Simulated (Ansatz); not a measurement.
# Zr(0001) with 2 thermally displaced layers, 2x2: scattering by thermal displacements, part 2 of 2

Wanted: the phonon-limited resistivity of Zr at 500 K by the Landauer route. The measured value for the pure metal at this temperature is 76.5 µΩ cm (CRC Handbook of Chemistry and Physics, 84th ed., 2003, Electrical Resistivity of Pure Metals).

Ansatz 0.2.0; Ansatz plane-wave DFT, PBE, PAW files; ballistic transport by layer matching (Landauer), zero bias; PAW set soft_1.

So far. Step 2 (With 2 displaced layers): Over the solved energies the transmission per spin lies between 2.00 and 2.31, out of 2.76 channels of the lead on average (up to 2.84).

## Step 3: With 6 displaced layers

Each atom of 6 layers is moved at random, by amounts drawn from a normal law 0.0975 Å wide in each direction from the Debye model (291 K) at 500 K. A fresh draw is used; the growth of the resistance with length is what counts.

System of this step: Zr(0001) with 6 thermally displaced layers, 2x2. The cell holds 64 atoms: 64 Zr. Its edges and angles: a = 6.464 Å, b = 6.464 Å, c = 41.176 Å, α = 90.0°, β = 90.0°, γ = 120.0°. It derives from Zr. Regions: lead, 40 atoms (40 Zr); scattering region, 24 atoms (24 Zr). The structure is stacked along c, and the current runs across the ab planes.

input.yaml

```yaml
crystal:
  lattice:
    - [6.464, 0.0, 0.0]
    - [-3.232, 5.5979882101, 0.0]
    - [0.0, 0.0, 41.176]
  atoms:
    - { symbol: Zr, position: [0.1666666667, 0.3333333333, 0.03125] }
    - { symbol: Zr, position: [0.1666666667, 0.8333333333, 0.03125] }
    - { symbol: Zr, position: [0.6666666667, 0.3333333333, 0.03125] }
    - { symbol: Zr, position: [0.6666666667, 0.8333333333, 0.03125] }
    - { symbol: Zr, position: [0.3333333333, 0.1666666667, 0.09375] }
    - { symbol: Zr, position: [0.3333333333, 0.6666666667, 0.09375] }
    - { symbol: Zr, position: [0.8333333333, 0.1666666667, 0.09375] }
    - { symbol: Zr, position: [0.8333333333, 0.6666666667, 0.09375] }
    - { symbol: Zr, position: [0.1666666667, 0.3333333333, 0.15625] }
    - { symbol: Zr, position: [0.1666666667, 0.8333333333, 0.15625] }
    - { symbol: Zr, position: [0.6666666667, 0.3333333333, 0.15625] }
    - { symbol: Zr, position: [0.6666666667, 0.8333333333, 0.15625] }
    - { symbol: Zr, position: [0.3333333333, 0.1666666667, 0.21875] }
    - { symbol: Zr, position: [0.3333333333, 0.6666666667, 0.21875] }
    - { symbol: Zr, position: [0.8333333333, 0.1666666667, 0.21875] }
    - { symbol: Zr, position: [0.8333333333, 0.6666666667, 0.21875] }
    - { symbol: Zr, position: [0.1666666667, 0.3333333333, 0.28125] }
    - { symbol: Zr, position: [0.1666666667, 0.8333333333, 0.28125] }
    - { symbol: Zr, position: [0.6666666667, 0.3333333333, 0.28125] }
    - { symbol: Zr, position: [0.6666666667, 0.8333333333, 0.28125] }
    - { symbol: Zr, position: [0.3477805541, 0.1683041881, 0.3419893595] }
    - { symbol: Zr, position: [0.3154431302, 0.658693924, 0.3442714322] }
    - { symbol: Zr, position: [0.8162819492, 0.1630232126, 0.3433729478] }
    - { symbol: Zr, position: [0.8433612406, 0.6704056341, 0.344591539] }
    - { symbol: Zr, position: [0.155675127, 0.331075702, 0.4081064901] }
    - { symbol: Zr, position: [0.1782291309, 0.8114027257, 0.4098350413] }
    - { symbol: Zr, position: [0.6937731243, 0.346942342, 0.4068762431] }
    - { symbol: Zr, position: [0.6746292961, 0.858729374, 0.4108919821] }
    - { symbol: Zr, position: [0.3719635676, 0.1895733573, 0.4695962933] }
    - { symbol: Zr, position: [0.3150675738, 0.6665890839, 0.4703045629] }
    - { symbol: Zr, position: [0.8173401035, 0.1735489668, 0.469767937] }
    - { symbol: Zr, position: [0.8335202598, 0.6460415079, 0.4671830578] }
    - { symbol: Zr, position: [0.1498953286, 0.312957534, 0.5353689033] }
    - { symbol: Zr, position: [0.1620510893, 0.8390633797, 0.5306376883] }
    - { symbol: Zr, position: [0.7020518065, 0.3563315951, 0.5327498082] }
    - { symbol: Zr, position: [0.6338807902, 0.8342395824, 0.5328690004] }
    - { symbol: Zr, position: [0.3430962604, 0.1559038616, 0.5980646069] }
    - { symbol: Zr, position: [0.3076538975, 0.6551440643, 0.5959642415] }
    - { symbol: Zr, position: [0.8515123005, 0.2015446654, 0.5941964221] }
    - { symbol: Zr, position: [0.820493641, 0.6600902043, 0.5911661157] }
    - { symbol: Zr, position: [0.1528837144, 0.3443139429, 0.6576262274] }
    - { symbol: Zr, position: [0.179622608, 0.8201894873, 0.6602498843] }
    - { symbol: Zr, position: [0.6760431958, 0.360756632, 0.6552251432] }
    - { symbol: Zr, position: [0.6577476178, 0.8376841354, 0.6586925285] }
    - { symbol: Zr, position: [0.3333333333, 0.1666666667, 0.71875] }
    - { symbol: Zr, position: [0.3333333333, 0.6666666667, 0.71875] }
    - { symbol: Zr, position: [0.8333333333, 0.1666666667, 0.71875] }
    - { symbol: Zr, position: [0.8333333333, 0.6666666667, 0.71875] }
    - { symbol: Zr, position: [0.1666666667, 0.3333333333, 0.78125] }
    - { symbol: Zr, position: [0.1666666667, 0.8333333333, 0.78125] }
    - { symbol: Zr, position: [0.6666666667, 0.3333333333, 0.78125] }
    - { symbol: Zr, position: [0.6666666667, 0.8333333333, 0.78125] }
    - { symbol: Zr, position: [0.3333333333, 0.1666666667, 0.84375] }
    - { symbol: Zr, position: [0.3333333333, 0.6666666667, 0.84375] }
    - { symbol: Zr, position: [0.8333333333, 0.1666666667, 0.84375] }
    - { symbol: Zr, position: [0.8333333333, 0.6666666667, 0.84375] }
    - { symbol: Zr, position: [0.1666666667, 0.3333333333, 0.90625] }
    - { symbol: Zr, position: [0.1666666667, 0.8333333333, 0.90625] }
    - { symbol: Zr, position: [0.6666666667, 0.3333333333, 0.90625] }
    - { symbol: Zr, position: [0.6666666667, 0.8333333333, 0.90625] }
    - { symbol: Zr, position: [0.3333333333, 0.1666666667, 0.96875] }
    - { symbol: Zr, position: [0.3333333333, 0.6666666667, 0.96875] }
    - { symbol: Zr, position: [0.8333333333, 0.1666666667, 0.96875] }
    - { symbol: Zr, position: [0.8333333333, 0.6666666667, 0.96875] }
kpoints:
  mp_grid: { grid: [4, 4, 1] }
hamiltonian:
  xc: pbe
  pseudopotentials: { kind: paw, azcp: { folder: soft_1 } }
scf:
  occupations: { method: fermi_dirac, width: 0.1 }
output:
  transmission: { leads: [[0, 8]], kmesh: [8, 8], e_range: [-0.05, 0.05], de: 0.05 }
  write_potential: true
  write_density: true
  volumetric_format: npy
```

Launch:

```sh
ansatz run input.yaml --threads 4 --pin off --max-ram 15360MiB --backend cpu --events-out ev --progress --plain --runs-dir out
```

Numbers of over 12 decimals in the logs are rounded to 6 here.

Output:

```text
[...]
Crystal: 64 atoms, lattice volume = 1489.970 Å³
Basis set: ecut = 420 eV, 29117 PW (Γ)
Bands: 461, of which v1, the nominal top of the filled ones, is band 384 counted from 1 (383 counted from 0)
Symmetry: 1 space group operations
[...]
k-points: 10 of 16 (time reversal used)
[...]
SCF iter   1: F=—  HF=-267772.711018 eV  |F-HF|=—  |Δ(HF+E_count)|=         —  Δρ=2.98e-2  dr2=5.20e1  ethr=3.10e-3  ⟨swp⟩=6.0  Hψ=18153  notcnv=0
[...]
SCF iter  11: F=-267766.271992 eV  HF=-267766.271992 eV  |F-HF|=1.52e-8  |Δ(HF+E_count)|=   1.54e-8  Δρ=4.44e-7  dr2=1.79e-8  ethr=1.30e-11  ⟨swp⟩=8.1  Hψ=11820  notcnv=0
SCF 1 converged in 11 iterations: F = -267766.271992 eV  dr2 = 1.79e-8
[...]
transmission: 224 of 2210 steps passed
transmission: 444 of 2210 steps passed
[...]
transmission: 2210 of 2210 steps passed
SCF converged after 11 iterations
Free energy (F): -267766.271992 eV
[...]
Internal energy: -267763.949351 eV  (E = F + TS)
E sigma→0 (E₀):  -267765.110672 eV
Entropy (-TS):   -2.322642 eV (-36.291 meV/atom)
Fermi energy:    13.936631 eV
[...]
--- Band table (eV; the first three rows and the last of 10) ---
  k-point 0: bands = [... 380 lower, 14.5353, 14.5444, 14.5629, 14.5719, 14.5869, 14.5933, 14.5998, 14.6119, ... 73 higher]
  k-point 1: bands = [... 380 lower, 14.1022, 14.1305, 14.1422, 14.1538, 14.1692, 14.2014, 14.2175, 14.2267, ... 73 higher]
  k-point 2: bands = [... 380 lower, 13.6113, 13.6338, 13.6528, 13.6755, 13.7558, 13.7895, 13.8049, 13.8228, ... 73 higher]
  k-point 9: bands = [... 380 lower, 13.6050, 13.6306, 13.7006, 13.7119, 13.7559, 13.7844, 13.7903, 13.8016, ... 73 higher]
--- Transmission ---
  basis      : 313 plane waves across, 65 finite elements along
  points     : 34, standing for a mesh of 8 x 8
[...]
channels       : 2.625000e0 a spin
[...]
slowest decay  : 0.0503 /Å at (0.0000, 0.0000)
  junction   : crystal 0 to crystal 0, 0.70 to 36.73 Å
    transmission   : 1.452532e0 a spin
[...]
```

It took 21 min on 4 threads of Arm Neoverse V1, shared host; peak memory 12 GiB; 80 min of CPU time.

Numbers from this step:

```
free energy                                   : -267766.2720 eV
energy at zero smearing                       : -267765.1107 eV
Fermi energy                                  : 13.94 eV
transmission per spin nearest the Fermi level : 1.453
step of the lead's potential                  : 9.2 meV
```

Per spin. The transmission, zone mean by energy, zero at the Fermi level:

```csv
energy (eV),"transmission, zone mean"
-0.0500,1.58
0.0000,1.45
0.0500,1.51
```

Over the solved energies the transmission per spin lies between 1.45 and 1.58, out of 2.76 channels of the lead on average (up to 2.84).

## Step 4: With 10 displaced layers

Each atom of 10 layers is moved at random, by amounts drawn from a normal law 0.0975 Å wide in each direction from the Debye model (291 K) at 500 K. A fresh draw is used; the growth of the resistance with length is what counts.

System of this step: Zr(0001) with 10 thermally displaced layers, 2x2. The cell holds 80 atoms: 80 Zr. Cell: a = 6.464 Å, b = 6.464 Å, c = 51.470 Å, α = 90.0°, β = 90.0°, γ = 120.0°. It derives from Zr. Regions: lead, 40 atoms (40 Zr); scattering region, 40 atoms (40 Zr). The structure is stacked along c, and the current runs across the ab planes.

input.yaml

```yaml
crystal:
  lattice:
    - [6.464, 0.0, 0.0]
    - [-3.232, 5.5979882101, 0.0]
    - [0.0, 0.0, 51.47]
  atoms:
    - { symbol: Zr, position: [0.1666666667, 0.3333333333, 0.025] }
    - { symbol: Zr, position: [0.1666666667, 0.8333333333, 0.025] }
    - { symbol: Zr, position: [0.6666666667, 0.3333333333, 0.025] }
    - { symbol: Zr, position: [0.6666666667, 0.8333333333, 0.025] }
    - { symbol: Zr, position: [0.3333333333, 0.1666666667, 0.075] }
    - { symbol: Zr, position: [0.3333333333, 0.6666666667, 0.075] }
    - { symbol: Zr, position: [0.8333333333, 0.1666666667, 0.075] }
    - { symbol: Zr, position: [0.8333333333, 0.6666666667, 0.075] }
    - { symbol: Zr, position: [0.1666666667, 0.3333333333, 0.125] }
    - { symbol: Zr, position: [0.1666666667, 0.8333333333, 0.125] }
    - { symbol: Zr, position: [0.6666666667, 0.3333333333, 0.125] }
    - { symbol: Zr, position: [0.6666666667, 0.8333333333, 0.125] }
    - { symbol: Zr, position: [0.3333333333, 0.1666666667, 0.175] }
    - { symbol: Zr, position: [0.3333333333, 0.6666666667, 0.175] }
    - { symbol: Zr, position: [0.8333333333, 0.1666666667, 0.175] }
    - { symbol: Zr, position: [0.8333333333, 0.6666666667, 0.175] }
    - { symbol: Zr, position: [0.1666666667, 0.3333333333, 0.225] }
    - { symbol: Zr, position: [0.1666666667, 0.8333333333, 0.225] }
    - { symbol: Zr, position: [0.6666666667, 0.3333333333, 0.225] }
    - { symbol: Zr, position: [0.6666666667, 0.8333333333, 0.225] }
    - { symbol: Zr, position: [0.3306626757, 0.1564678307, 0.2724591439] }
    - { symbol: Zr, position: [0.316569908, 0.6754224781, 0.2768749489] }
    - { symbol: Zr, position: [0.8214982892, 0.1479532053, 0.2766539233] }
    - { symbol: Zr, position: [0.8078089722, 0.654246331, 0.2761764791] }
    - { symbol: Zr, position: [0.1360891767, 0.3400631816, 0.3238981181] }
    - { symbol: Zr, position: [0.1676558133, 0.8320147519, 0.325382893] }
    - { symbol: Zr, position: [0.6705332488, 0.320123926, 0.3276919608] }
    - { symbol: Zr, position: [0.6849676161, 0.8480296057, 0.3272067613] }
    - { symbol: Zr, position: [0.3525649134, 0.181368966, 0.3751432073] }
    - { symbol: Zr, position: [0.3106349433, 0.6643144292, 0.3735422031] }
    - { symbol: Zr, position: [0.8141227705, 0.1711684393, 0.3739229189] }
    - { symbol: Zr, position: [0.8087155943, 0.6484995047, 0.3755084992] }
    - { symbol: Zr, position: [0.1835944684, 0.356368112, 0.4249736395] }
    - { symbol: Zr, position: [0.1945948105, 0.8577582095, 0.4271789162] }
    - { symbol: Zr, position: [0.6416877783, 0.3547347456, 0.4256433887] }
    - { symbol: Zr, position: [0.6762921254, 0.8397994327, 0.4257251093] }
    - { symbol: Zr, position: [0.3350257547, 0.1604150565, 0.471397472] }
    - { symbol: Zr, position: [0.3246906356, 0.652667135, 0.4770463014] }
    - { symbol: Zr, position: [0.8297044081, 0.168120654, 0.4733904751] }
    - { symbol: Zr, position: [0.8255303701, 0.6664657819, 0.4721860505] }
    - { symbol: Zr, position: [0.1702785807, 0.3314857496, 0.5227537287] }
    - { symbol: Zr, position: [0.1349585656, 0.8422697586, 0.5244362458] }
    - { symbol: Zr, position: [0.6566150274, 0.3292199537, 0.528441199] }
    - { symbol: Zr, position: [0.6666698146, 0.8348420817, 0.5221828343] }
    - { symbol: Zr, position: [0.3661732135, 0.1826476211, 0.5770212408] }
    - { symbol: Zr, position: [0.3420356769, 0.6826331084, 0.5757027354] }
    - { symbol: Zr, position: [0.8412575666, 0.164015745, 0.5722078123] }
    - { symbol: Zr, position: [0.8320014393, 0.6329632259, 0.5745454551] }
    - { symbol: Zr, position: [0.1544991792, 0.3151686263, 0.6261615231] }
    - { symbol: Zr, position: [0.1598400574, 0.82572389, 0.6259848073] }
    - { symbol: Zr, position: [0.6715744156, 0.3575268118, 0.6256658095] }
    - { symbol: Zr, position: [0.6425787958, 0.7994678107, 0.6225225441] }
    - { symbol: Zr, position: [0.3492869945, 0.1657852369, 0.6744636374] }
    - { symbol: Zr, position: [0.3469503826, 0.6443252741, 0.6738905083] }
    - { symbol: Zr, position: [0.8313110099, 0.1768795845, 0.6737429744] }
    - { symbol: Zr, position: [0.8101008121, 0.6387079142, 0.6763817064] }
    - { symbol: Zr, position: [0.1746781293, 0.3250357259, 0.7253094372] }
    - { symbol: Zr, position: [0.1430585955, 0.8251152153, 0.7276104411] }
    - { symbol: Zr, position: [0.6888352495, 0.3735756192, 0.723508713] }
    - { symbol: Zr, position: [0.673717332, 0.8299279811, 0.7260719062] }
    - { symbol: Zr, position: [0.3333333333, 0.1666666667, 0.775] }
    - { symbol: Zr, position: [0.3333333333, 0.6666666667, 0.775] }
    - { symbol: Zr, position: [0.8333333333, 0.1666666667, 0.775] }
    - { symbol: Zr, position: [0.8333333333, 0.6666666667, 0.775] }
    - { symbol: Zr, position: [0.1666666667, 0.3333333333, 0.825] }
    - { symbol: Zr, position: [0.1666666667, 0.8333333333, 0.825] }
    - { symbol: Zr, position: [0.6666666667, 0.3333333333, 0.825] }
    - { symbol: Zr, position: [0.6666666667, 0.8333333333, 0.825] }
    - { symbol: Zr, position: [0.3333333333, 0.1666666667, 0.875] }
    - { symbol: Zr, position: [0.3333333333, 0.6666666667, 0.875] }
    - { symbol: Zr, position: [0.8333333333, 0.1666666667, 0.875] }
    - { symbol: Zr, position: [0.8333333333, 0.6666666667, 0.875] }
    - { symbol: Zr, position: [0.1666666667, 0.3333333333, 0.925] }
    - { symbol: Zr, position: [0.1666666667, 0.8333333333, 0.925] }
    - { symbol: Zr, position: [0.6666666667, 0.3333333333, 0.925] }
    - { symbol: Zr, position: [0.6666666667, 0.8333333333, 0.925] }
    - { symbol: Zr, position: [0.3333333333, 0.1666666667, 0.975] }
    - { symbol: Zr, position: [0.3333333333, 0.6666666667, 0.975] }
    - { symbol: Zr, position: [0.8333333333, 0.1666666667, 0.975] }
    - { symbol: Zr, position: [0.8333333333, 0.6666666667, 0.975] }
kpoints:
  mp_grid: { grid: [4, 4, 1] }
hamiltonian:
  xc: pbe
  pseudopotentials: { kind: paw, azcp: { folder: soft_1 } }
scf:
  occupations: { method: fermi_dirac, width: 0.1 }
output:
  transmission: { leads: [[0, 8]], kmesh: [8, 8], e_range: [-0.05, 0.05], de: 0.05 }
  write_potential: true
  write_density: true
  volumetric_format: npy
```

Output:

```text
[...]
Crystal: 80 atoms, lattice volume = 1862.462 Å³
Basis set: ecut = 420 eV, 36449 PW (Γ)
Bands: 576, of which v1, the nominal top of the filled ones, is band 480 counted from 1 (479 counted from 0)
Symmetry: 1 space group operations
[...]
k-points: 10 of 16 (time reversal used)
[...]
SCF iter   1: F=—  HF=-334715.392434 eV  |F-HF|=—  |Δ(HF+E_count)|=         —  Δρ=3.02e-2  dr2=8.72e1  ethr=3.10e-3  ⟨swp⟩=6.1  Hψ=22890  notcnv=0
[...]
SCF iter  11: F=-334706.927300 eV  HF=-334706.927300 eV  |F-HF|=4.57e-8  |Δ(HF+E_count)|=   8.44e-9  Δρ=6.14e-7  dr2=4.99e-8  ethr=1.04e-11  ⟨swp⟩=9.4  Hψ=13901  notcnv=0
SCF 1 converged in 11 iterations: F = -334706.927300 eV  dr2 = 4.99e-8
[...]
transmission: 282 of 2788 steps passed
transmission: 558 of 2788 steps passed
[...]
transmission: 2788 of 2788 steps passed
SCF converged after 11 iterations
Free energy (F): -334706.927300 eV
[...]
Internal energy: -334704.016824 eV  (E = F + TS)
E sigma→0 (E₀):  -334705.472062 eV
Entropy (-TS):   -2.910475 eV (-36.381 meV/atom)
Fermi energy:    13.923499 eV
[...]
--- Band table (eV; the first three rows and the last of 10) ---
  k-point 0: bands = [... 476 lower, 14.5307, 14.5490, 14.5609, 14.5671, 14.5754, 14.5820, 14.5891, 14.6036, ... 92 higher]
  k-point 1: bands = [... 476 lower, 14.1222, 14.1414, 14.1525, 14.1645, 14.1777, 14.1871, 14.2001, 14.2078, ... 92 higher]
  k-point 2: bands = [... 476 lower, 13.6299, 13.6428, 13.6737, 13.7003, 13.7219, 13.7286, 13.7532, 13.7713, ... 92 higher]
  k-point 9: bands = [... 476 lower, 13.6490, 13.6749, 13.6850, 13.7164, 13.7219, 13.7710, 13.7909, 13.8086, ... 92 higher]
--- Transmission ---
  basis      : 313 plane waves across, 82 finite elements along
  points     : 34, standing for a mesh of 8 x 8
[...]
channels       : 2.625000e0 a spin
[...]
slowest decay  : 0.0515 /Å at (0.0000, 0.0000)
  junction   : crystal 0 to crystal 0, 0.70 to 47.02 Å
    transmission   : 1.209328e0 a spin
[...]
```

Elapsed: 29 min, on 4 threads; peak memory 8.7 GiB.

This step gave:

| Item | Value |
| --- | --- |
| free energy | -334706.9273 eV |
| energy at zero smearing | -334705.4721 eV |
| Fermi energy | 13.92 eV |
| transmission per spin nearest the Fermi level | 1.209 |
| step of the lead's potential | 16.6 meV |

Per spin. The transmission, zone mean by energy, zero at the Fermi level:

```csv
energy (eV),"transmission, zone mean"
-0.0500,1.25
0.0000,1.21
0.0500,1.17
```

Over the solved energies the transmission per spin lies between 1.17 and 1.25, out of 2.76 channels of the lead on average (up to 2.84).

## Step 5: The fit

This step: Ansatz plane-wave DFT, PBE, PAW files; ballistic transport by layer matching (Landauer), zero bias; resistivity from the slope of the area resistance; PAW set soft_1 (Ansatz 0.2.0).

This step gave:

```
resistivity           : 81.69 µΩ cm
intercept             : 0.09132 fΩ m²
scatter about the fit : 0.02898 fΩ m²
```

Resistance, by row:

```csv
run,length (Å),T,channels N,RA (fΩ m²)
n2,5.147,2.139,2.76,0.4913
n6,15.44,1.514,2.76,1.394
n10,25.73,1.208,2.76,2.173
```

Table of area resistance by length of the displaced region:

```csv
length of the displaced region (Å),area resistance (fΩ m²)
5.15,0.491
15.44,1.39
25.73,2.17
```

The area resistance goes from 0.49 to 2.2 fΩ m² between 5.1 and 25.7 Å, a slope of 82 µΩ cm.

By hand from the end points: (2.173 − 0.4913) fΩ m² / (25.73 − 5.15) Å = 82 µΩ cm, since 1 fΩ m² per Å is 1000 µΩ cm.

## Step 6: Outcome

| Item | Value |
| --- | --- |
| resistivity from the slope | 81.7 µΩ cm |
| area resistance over 5.15 Å | 0.491 fΩ m² |
| area resistance over 15.4 Å | 1.39 fΩ m² |
| area resistance over 25.7 Å | 2.17 fΩ m² |

In words: The slope gives 82 µΩ cm. The points scatter by 0.029 fΩ m² about the line, with one random draw a length in a 2x2 cell, so the slope is a rough value. The mean square of the displacements drawn is 0.73, 0.99 and 0.93 of the nominal one at the three lengths; with each resistance scaled back by that, the slope is 82 µΩ cm, the value used below. The current runs along the hexagonal axis, while the measured value below is not for that direction. Read with a model of isotropic scattering on a spherical Fermi surface and the lead's 0.59×10¹⁵ S/m², this slope means a mean free path near 16 Å; over these lengths the model's slope is within 3 % of its bulk resistivity. Uncorrelated displacements put too much weight on short waves, which scatter strongly; with the sideways repeat of a small cell, one draw and three short lengths, the method is good to a factor of two or three. The measured value is 76.5 µΩ cm (CRC Handbook of Chemistry and Physics, 84th ed., 2003, Electrical Resistivity of Pure Metals); the scaled slope is 1.1 times that: fair for so small a cell.

[Logs are printed without paths, hosts, clocks, repeated set-up lines and the standing remarks that a program may print on its own settings, such as how far it seeks lower states.]

[Hosts, paths, dates, database ids (printed as entryN), source tags and the programs' standing remarks are cut or masked in the printed files.]
